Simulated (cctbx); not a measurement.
## What resolution and counting buy: Sm4Ag6Ge4Se17

Space group C2 (no. 5), a = 23.6480 Å, b = 11.0240 Å, c = 7.0230 Å, α = 90.00°, β = 102.09°, γ = 90.00°.

| atom | mult. | x | y | z | Ueq (Å²) |
| --- | --- | --- | --- | --- | --- |
| Sm1 | 4 | 0.8144 | 0.1445 | 0.0719 | 0.0157 |
| Sm2 | 4 | 0.6921 | 0.3607 | 0.4200 | 0.0101 |
| Ag1 | 4 | 0.5077 | 0.3322 | 0.2339 | 0.0143 |
| Ag2 | 4 | 0.9076 | 0.5044 | 0.7095 | 0.0196 |
| Ag3 | 4 | 0.5934 | 0.0042 | 0.8414 | 0.0152 |
| Se1 | 2 | 0 | 0.6068 | 0 | 0.0180 |
| Se2 | 4 | 0.8944 | 0.0484 | 0.4641 | 0.0212 |
| Se3 | 4 | 0.6039 | 0.4412 | 0.0457 | 0.0181 |
| Se4 | 4 | 0.6859 | 0.1506 | 0.1251 | 0.0167 |
| Se5 | 4 | 0.8235 | 0.3510 | 0.3723 | 0.0165 |
| Se6 | 4 | 0.7622 | 0.8917 | 0.1411 | 0.0212 |
| Se7 | 4 | 0.7410 | 0.6047 | 0.3408 | 0.0232 |
| Se8 | 4 | 0.9063 | 0.2716 | 0.9201 | 0.0164 |
| Se9 | 4 | 0.5992 | 0.2189 | 0.5880 | 0.0221 |
| Ge1 | 4 | 0.6492 | 0.2972 | 0.8869 | 0.0185 |
| Ge2 | 4 | 0.8473 | 0.1967 | 0.6174 | 0.0184 |

This is a model crystal, built by substitution and not relaxed, with assumed displacement parameters.

Five simulated data sets (cctbx; Ag Kα, λ = 0.56087 Å; 3 % proportional error) differ in resolution or exposure (noise floor 4 counts in the first three, 8 in the last two). Each is refined with the right model, isotropic at 1.1 Å and anisotropic otherwise. How do the figures of merit and the uncertainties move?

| d min (Å) | top counts | ⟨I/σ⟩ (unmerged, absences included) | unique | param. (scale apart) | Rint | R1 | GooF | largest s.u. xyz (fractional) | s.u. U of Ge1 (Å²) | largest error (Å) |
| --- | --- | --- | --- | --- | --- | --- | --- | --- | --- | --- |
| 1.1 | 70000 | 11.5 | 1058 | 62 | 0.019 | 0.0236 | 1.90 | 0.00033 | 0.0006 | 0.0077 |
| 0.84 | 70000 | 10.7 | 2348 | 140 | 0.021 | 0.0146 | 0.97 | 0.00011 | 0.0004 | 0.0043 |
| 0.6 | 70000 | 8.5 | 6561 | 140 | 0.024 | 0.0190 | 0.98 | 0.00008 | 0.0002 | 0.0059 |
| 0.75 | 300 | 0.4 | 3338 | 140 | 0.409 | 0.1982 | 0.98 | 0.00450 | 0.0115 | 0.0763 |
| 0.75 | 3000 | 2.4 | 3338 | 140 | 0.078 | 0.0620 | 0.98 | 0.00062 | 0.0020 | 0.0125 |

GooF reaches 1.9 where the model lacks something that the data hold (anisotropy at the isotropic level, for one). The s.u. of U for Ge1 goes 0.0006, 0.0004, 0.0002 Å² with resolution and 0.0115, 0.0020 Å² with exposure.

The 1.1 Å row also differs in its displacement model, so it isn't a clean test of resolution.

Hardware for the 0.6 Å refinement: 0.75 s on 1 thread of Arm Neoverse N1 (shared host), peak memory 0.1 GiB.
